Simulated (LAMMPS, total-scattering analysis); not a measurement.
# fcc solid solution (Pt0.34,Au0.66) on heating

The crystal is built from its structure type, relaxed with the potential and heated at zero pressure by classical molecular dynamics (LAMMPS) with the EAM universal-3 functions (Foiles, Baskes and Daw, Phys. Rev. B 33, 7983 (1986)); 500 atoms (Au 66.4, Pt 33.6 atom %). Uiso is the variance of an atom's position about its mean, per direction. The dynamics are classical, so there is no zero-point motion. Distances and their variances come from the pair functions; G(r) = 4πrρ₀[g(r) − 1], where it appears, has X-ray or neutron weights and the resolution of a Lorch transform up to 25 Å⁻¹. All values are simulated. These functions were fitted to pure metals and dilute alloys; melting points and liquid structure are extrapolations.

A short relaxation of cell and atoms comes first; the barostat, one for each edge, then takes the cell to the potential's own size.

cell.lmp:

```
fcc solid solution (Pt0.34,Au0.66)

500 atoms
2 atom types

0 20.40000 xlo xhi
0 20.40000 ylo yhi
0 20.40000 zlo zhi

Masses

1 196.9666  # Au
2 195.0840  # Pt

Atoms # atomic

1 1 0.00000 0.00000 0.00000
2 1 2.04000 0.00000 2.04000
3 1 0.00000 0.00000 4.08000
4 1 0.00000 2.04000 6.12000
5 1 2.04000 0.00000 6.12000
6 1 2.04000 2.04000 4.08000
7 1 0.00000 0.00000 8.16000
8 1 2.04000 0.00000 10.20000
9 1 0.00000 0.00000 12.24000
10 1 0.00000 2.04000 14.28000
11 1 2.04000 0.00000 14.28000
12 1 2.04000 2.04000 12.24000
13 1 0.00000 0.00000 16.32000
14 1 2.04000 0.00000 18.36000
15 1 2.04000 2.04000 16.32000
16 1 0.00000 4.08000 0.00000
17 1 0.00000 6.12000 2.04000
18 1 2.04000 4.08000 2.04000
19 1 0.00000 4.08000 4.08000
20 1 2.04000 4.08000 6.12000
21 1 0.00000 4.08000 8.16000
22 1 2.04000 6.12000 8.16000
23 1 0.00000 4.08000 12.24000
24 1 0.00000 6.12000 14.28000
25 1 2.04000 4.08000 14.28000
26 1 2.04000 4.08000 18.36000
27 1 2.04000 6.12000 16.32000
28 1 0.00000 8.16000 0.00000
29 1 0.00000 10.20000 2.04000
30 1 2.04000 8.16000 2.04000
31 1 2.04000 10.20000 0.00000
32 1 0.00000 8.16000 4.08000
33 1 0.00000 10.20000 6.12000
34 1 2.04000 8.16000 6.12000
35 1 0.00000 8.16000 8.16000
36 1 2.04000 8.16000 10.20000
37 1 0.00000 8.16000 12.24000
38 1 0.00000 10.20000 14.28000
39 1 2.04000 8.16000 14.28000
40 1 0.00000 8.16000 16.32000
41 1 2.04000 8.16000 18.36000
42 1 2.04000 10.20000 16.32000
43 1 0.00000 12.24000 0.00000
44 1 0.00000 14.28000 2.04000
[... further atoms left out ...]
```

Contents of in.lmp:

```
# heating of fcc solid solution (Pt0.34,Au0.66)
units metal
atom_style atomic
boundary p p p
read_data cell.lmp
replicate 1 1 1
pair_style eam
pair_coeff 1 1 Au_u3.eam
pair_coeff 2 2 Pt_u3.eam
neigh_modify delay 0 every 1 check yes
thermo_style custom step time temp pe press density lx ly lz
thermo_modify norm yes
timestep 0.002
thermo 100
fix br all box/relax aniso 0.0
minimize 1e-8 1e-6 500 5000
unfix br
reset_timestep 0
velocity all create 200 2346 mom yes dist gaussian
thermo 750
fix md all npt temp 100 100 0.2 aniso 0 0 2
run 1500 post no
unfix md
print "== production at 100 K"
dump d all custom 100 s0.traj id type xu yu zu
dump_modify d sort id format float %.3f
thermo 62
fix md all npt temp 100 100 0.2 aniso 0 0 2
run 2500 post no
unfix md
undump d
[... 4 more blocks of the same form, at 300 K, 870 K, 1070 K and 1230 K ...]
thermo 500
fix md all npt temp 1230 1890 0.2 aniso 0 0 2
run 1000 post no
unfix md
thermo 750
fix md all npt temp 1890 1890 0.2 aniso 0 0 2
run 1500 post no
unfix md
print "== production at 1890 K"
dump d all custom 100 s5.traj id type xu yu zu
dump_modify d sort id format float %.3f
thermo 62
fix md all npt temp 1890 1890 0.2 aniso 0 0 2
run 2500 post no
unfix md
undump d
```

```console
$ lmp -in in.lmp -log none -nocite
```

```text
[a thinned log: between the lines shown up to 5 are left out unmarked, longer gaps are marked]
LAMMPS (22 Jul 2025 - Update 4)
Reading data file ...
  orthogonal box = (0 0 0) to (20.4 20.4 20.4)
  500 atoms
  orthogonal box = (0 0 0) to (20.4 20.4 20.4)
  500 atoms
WARNING: Energy due to 3 extra global DOFs will be included in minimizer energies
   Step          Time           Temp          PotEng         Press         Density           Lx             Ly             Lz
         0   0              0             -4.5011431     -82608.164      19.201433      20.4           20.4           20.4
       100   0.2            0             -4.5192518     -30751.573      19.789123      20.196043      20.196027      20.196
       200   0.4            0             -4.5223529     -164.69499      20.102269      20.090937      20.091001      20.089878
       300   0.6            0             -4.5239166     -19.362778      20.101493      20.09081       20.091189      20.090592
       400   0.8            0             -4.525401       438.52485      20.101286      20.090248      20.091206      20.091343
       500   1              0             -4.5273153      102.91202      20.078609      20.094683      20.09864       20.102158
[... 12 lines left out ...]
== production at 100 K (one thermo line in eight is kept)
      1500   3              98.515555     -4.5141326      2686.435       20.041156      20.102931      20.094466      20.135643
[... 13 lines left out ...]
      5250   10.5           305.7109      -4.4890415      2992.4143      19.916659      20.17519       20.091705      20.191715
== production at 300 K (one thermo line in eight is kept)
[... 9 lines left out ...]
      9000   18             300.71939     -4.4874985     -3702.0971      19.852636      20.103617      20.095025      20.325592
[... 9 lines left out ...]
== production at 870 K (one thermo line in eight is kept)
     12462   24.924         862.41131     -4.3979677      2071.6603      19.476782      20.278466      20.270871      20.361014
[... 14 lines left out ...]
== production at 1070 K (one thermo line in eight is kept)
[... 19 lines left out ...]
== production at 1230 K (one thermo line in eight is kept)
[... 6 lines left out ...]
     23932   47.864         1289.6619     -4.3363984      3683.7435      19.196868      20.141126      20.790688      20.278748
[... 10 lines left out ...]
     26500   53             1813.3111     -4.0986688      3899.6615      17.873615      19.795736      21.773746      21.159575
Loop time of 0.694922 s on 1 MPI rank(s) for 1500 steps with 500 atoms
== production at 1890 K (one thermo line in eight is kept)
   Step          Time           Temp          PotEng         Press         Density           Lx             Ly             Lz
     26500   53             1813.3111     -4.0986688      3899.6615      17.873615      19.795736      21.773746      21.159575
     26970   53.94          1899.4469     -4.1073208     -4203.0774      17.8288        19.866793      22.030694      20.890367
     27466   54.932         1903.7041     -4.0805731     -3070.977       17.668702      19.931183      22.359656      20.702428
     27962   55.924         1868.6177     -4.0973902     -7685.8916      17.686274      19.802105      22.647608      20.552
     28458   56.916         1993.788      -4.0877617      8674.11        17.811297      19.747476      22.312987      20.77109
     28954   57.908         1882.7511     -4.1059521      9359.9248      17.956706      19.995174      21.644288      20.976304
Loop time of 1.15642 s on 1 MPI rank(s) for 2500 steps with 500 atoms
```

Time and hardware: 15 s on 1 thread of Arm Neoverse V2, with other jobs on the host, peak memory 0.1 GiB.

| T (K) | state | cell edges (Å) | Uiso Au (Å²) | Uiso Pt (Å²) | Au–Au mean (Å) | its variance (Å²) | density (g/cm³) |
| --- | --- | --- | --- | --- | --- | --- | --- |
| 100 | crystalline | 4.024 | 0.0030 | 0.0029 | 2.863 | 0.0043 | 20.012 |
| 300 | crystalline | 4.033 | 0.0095 | 0.0094 | 2.873 | 0.0117 | 19.883 |
| 870 | crystalline | 4.061 | 0.0333 | 0.0326 | 2.913 | 0.0403 | 19.480 |
| 1070 | crystalline | 4.073 | 0.0462 | 0.0436 | 2.929 | 0.0513 | 19.312 |
| 1230 | crystalline | 4.085 | 0.0615 | 0.0608 | 2.951 | 0.0649 | 19.139 |
| 1890 | liquid | - | - | - | - | - | 17.754 |

In the harmonic range U = 3ħ²T/(M k θ²), a line through the origin. The rows at 100 and 300 K give, as effective values by element: Au 3.14×10⁻⁵ Å²/K, θ = 153 K; Pt 3.10×10⁻⁵ Å²/K, θ = 155 K. At 300 K the first Au–Au peak has variance 0.0117 Å², against 0.0189 Å² for independent atoms: neighbours move together (and where motion is anisotropic, less along the bond than Uiso suggests), which is what the δ₁ term models in PDF fits at high temperature. In a solid solution the peak also holds static size disorder, which Uiso about each atom's own mean leaves out. The mean volume expansion between 100 and 1230 K is 40×10⁻⁶ K⁻¹. At 1230 K, B = 8π²U = 4.85 Å² for Au, which damps this element's own term in Bragg intensity at Q = 6 Å⁻¹ to 11 %, and √(3U) is 0.15 of its nearest peak distance (Au–Pt, 2.79 Å). By 1890 K the order is gone and the mean density is 17.754 g/cm³, which averages over the melting if that fell inside the sampled stretch; a perfect periodic crystal superheats, so the model's melting point lies below the temperature at which it collapsed.

[Logs are printed without paths, hosts, clocks, repeated set-up lines and the standing remarks that a program may print on its own settings, such as how far it seeks lower states.]
